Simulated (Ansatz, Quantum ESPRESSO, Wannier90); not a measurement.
# straight Mo chain, spacing 2.43 Å: Wannier functions and conductance, part 2 of 6

Aim: a Wannier model and the conductance steps that follow from it, for this wire: straight Mo chain, spacing 2.43 Å.

Quantum ESPRESSO 7.5 and Wannier90 3.1.0; plane-wave DFT, LDA, GBRV ultrasoft pseudopotentials; cross-check by Ansatz 0.2.0 with PAW datasets.

So far. Step 2 (SCF with pw.x): The run needed 10 iterations to bring the estimated error under 1e-07 Ry.

### Step 6. Wannier functions and transport, with dis_win_max − E_F = 9.0

Level of this step: maximally localised Wannier functions and ballistic conductance; plane-wave DFT, LDA, GBRV ultrasoft pseudopotentials (Wannier90).

The input, wan_try.win:

```
num_wann = 9
num_bands = 36
num_iter = 200
num_print_cycles = 20
conv_tol = 1e-8
conv_window = 5
guiding_centres = true
dis_num_iter = 1500
dis_conv_tol = 1e-8
dis_win_min = -13.1864
dis_win_max = 6.8136
dis_froz_max = -0.6864
search_shells = 120
fermi_energy = -2.1864

transport = true
transport_mode = bulk
one_dim_axis = z
dist_cutoff = 16.91
dist_cutoff_mode = one_dim
tran_win_min = -4.0
tran_win_max = 2.0
tran_energy_step = 0.02

bands_plot = true
bands_num_points = 96
begin kpoint_path
G 0.0 0.0 0.0 Z 0.0 0.0 0.5
end kpoint_path

begin projections
Mo:s;p;d
end projections

begin unit_cell_cart
ang
  8.0000000000 0.0000000000 0.0000000000
  0.0000000000 8.0000000000 0.0000000000
  0.0000000000 0.0000000000 2.4300000000
end unit_cell_cart

begin atoms_frac
  Mo 0.0000000000 0.0000000000 0.0000000000
end atoms_frac

mp_grid = 1 1 14
begin kpoints
  0.0 0.0 0.0000000000
  0.0 0.0 0.0714285714
  0.0 0.0 0.1428571429
  0.0 0.0 0.2142857143
  0.0 0.0 0.2857142857
  0.0 0.0 0.3571428571
  0.0 0.0 0.4285714286
  0.0 0.0 0.5000000000
  0.0 0.0 0.5714285714
  0.0 0.0 0.6428571429
  0.0 0.0 0.7142857143
  0.0 0.0 0.7857142857
  0.0 0.0 0.8571428571
  0.0 0.0 0.9285714286
end kpoints
```

The run is started by

```bash
$ OMP_NUM_THREADS=1 wannier90.x wan_try > wan_try.run.log
```

The log of the run:

```text
+---------------------------------------------------+
             |                                                   |
             |                   WANNIER90                       |
             |                                                   |
             +---------------------------------------------------+
             |                                                   |
             |        Welcome to the Maximally-Localized         |
             |        Generalized Wannier Functions code         |
[...]
|  Wannier90 Developer Group:                       |
             |    Giovanni Pizzi    (EPFL)                       |
             |    Valerio Vitale    (Cambridge)                  |
             |    David Vanderbilt  (Rutgers University)         |
             |    Nicola Marzari    (EPFL)                       |
             |    Ivo Souza         (Universidad del Pais Vasco) |
             |    Arash A. Mostofi  (Imperial College London)    |
             |    Jonathan R. Yates (University of Oxford)       |
[...]
|  For the full list of Wannier90 3.x authors,      |
             |  please check the code documentation and the      |
             |  README on the GitHub page of the code            |
[...]
|  Please cite                                      |
[...]
|  [ref] "Wannier90 as a community code:            |
             |        new features and applications",            |
             |        G. Pizzi et al., J. Phys. Cond. Matt. 32,  |
             |        165902 (2020).                             |
[...]
|  in any publications arising from the use of      |
             |  this code. For the method please cite            |
[...]
|  [ref] "Maximally Localized Generalised Wannier   |
             |         Functions for Composite Energy Bands"     |
             |         N. Marzari and D. Vanderbilt              |
             |         Phys. Rev. B 56 12847 (1997)              |
[...]
|  [ref] "Maximally Localized Wannier Functions     |
             |         for Entangled Energy Bands"               |
             |         I. Souza, N. Marzari and D. Vanderbilt    |
             |         Phys. Rev. B 65 035109 (2001)             |
[...]
| Copyright (c) 1996-2020                           |
             |        The Wannier90 Developer Group and          |
             |        individual contributors                    |
[...]
|      Release: 3.1.0        5th March    2020      |
[...]
| This program is free software; you can            |
[...]
|                        Shell   # Nearest-Neighbours                        |
 |                        -----   --------------------                        |
 |                          1               2                                 |
 |                          5               4                                 |
[...]
| Completeness relation is fully satisfied [Eq. (B1), PRB 56, 12847 (1997)]  |
[...]
|                  b_k Vectors (Ang^-1) and Weights (Ang^2)                  |
 |                  ----------------------------------------                  |
 |            No.         b_k(x)      b_k(y)      b_k(z)        w_b           |
 |            ---        --------------------------------     --------        |
 |             1         0.000000    0.000000    0.184691    14.658141        |
 |             2         0.000000    0.000000   -0.184691    14.658141        |
 |             3         0.785398    0.000000    0.000000     0.810569        |
 |             4         0.000000    0.785398    0.000000     0.810569        |
 |             5         0.000000   -0.785398    0.000000     0.810569        |
 |             6        -0.785398    0.000000    0.000000     0.810569        |
[...]
|                           b_k Directions (Ang^-1)                          |
 |                           -----------------------                          |
 |            No.           x           y           z                         |
 |            ---        --------------------------------                     |
 |             1         0.000000    0.000000    0.184691                     |
 |             2         0.785398    0.000000    0.000000                     |
 |             3         0.000000    0.785398    0.000000                     |
[...]
Time to get kmesh              0.013 (sec)
 *============================================================================*
 |                              MEMORY ESTIMATE                               |
 |         Maximum RAM allocated during each phase of the calculation         |
 *============================================================================*
 |                        Disentanglement            2.43 Mb                  |
 |                            Wannierise:            0.39 Mb                  |
 |                          plot_wannier:            0.39 Mb                  |
 *----------------------------------------------------------------------------*

 Starting a new Wannier90 calculation ...

 Reading overlaps from wan_try.mmn

 Reading projections from wan_try.amn

 Time to read overlaps          0.061 (sec)

 *------------------------------- DISENTANGLE --------------------------------*
 +----------------------------------------------------------------------------+
 |                              Energy  Windows                               |
 |                              ---------------                               |
 |                   Outer:  -13.18640  to    6.81360  (eV)                   |
 |                   Inner:  -13.18640  to   -0.68640  (eV)                   |
 +----------------------------------------------------------------------------+
 Error at k-point    8 ndimwin  8 num_wann  9
 Exiting.......
 dis_windows: Energy window contains fewer states than number of target WFs
[the rest left out]
[key lines of the parts left out:]
|  Fermi energy (eV)                         :            -2.186             |
```

It took 0.82 s on 1 MPI rank of Intel Xeon 6975P-C (Granite Rapids), shared host; peak memory 0.08 GiB.

The input was rejected at the start.

The fault put into the input: an outer window with fewer states than Wannier functions at some k (dis_win_max − E_F = 9.0).

The outer window must hold at least num_wann states at every k: widen it, with enough bands computed to fill it.

(Continued in part 3 of 6.)

[Logs are printed without paths, hosts, clocks, repeated set-up lines and the standing remarks that a program may print on its own settings, such as how far it seeks lower states.]

[Hosts, paths, dates, database ids (printed as entryN), source tags and the programs' standing remarks are cut or masked in the printed files.]

[Maps of the electrostatic potential energy from Ansatz leave out the sawtooth potential of an applied field or a dipole correction, so their vacuum need not be flat; planar profiles and work functions include it.]
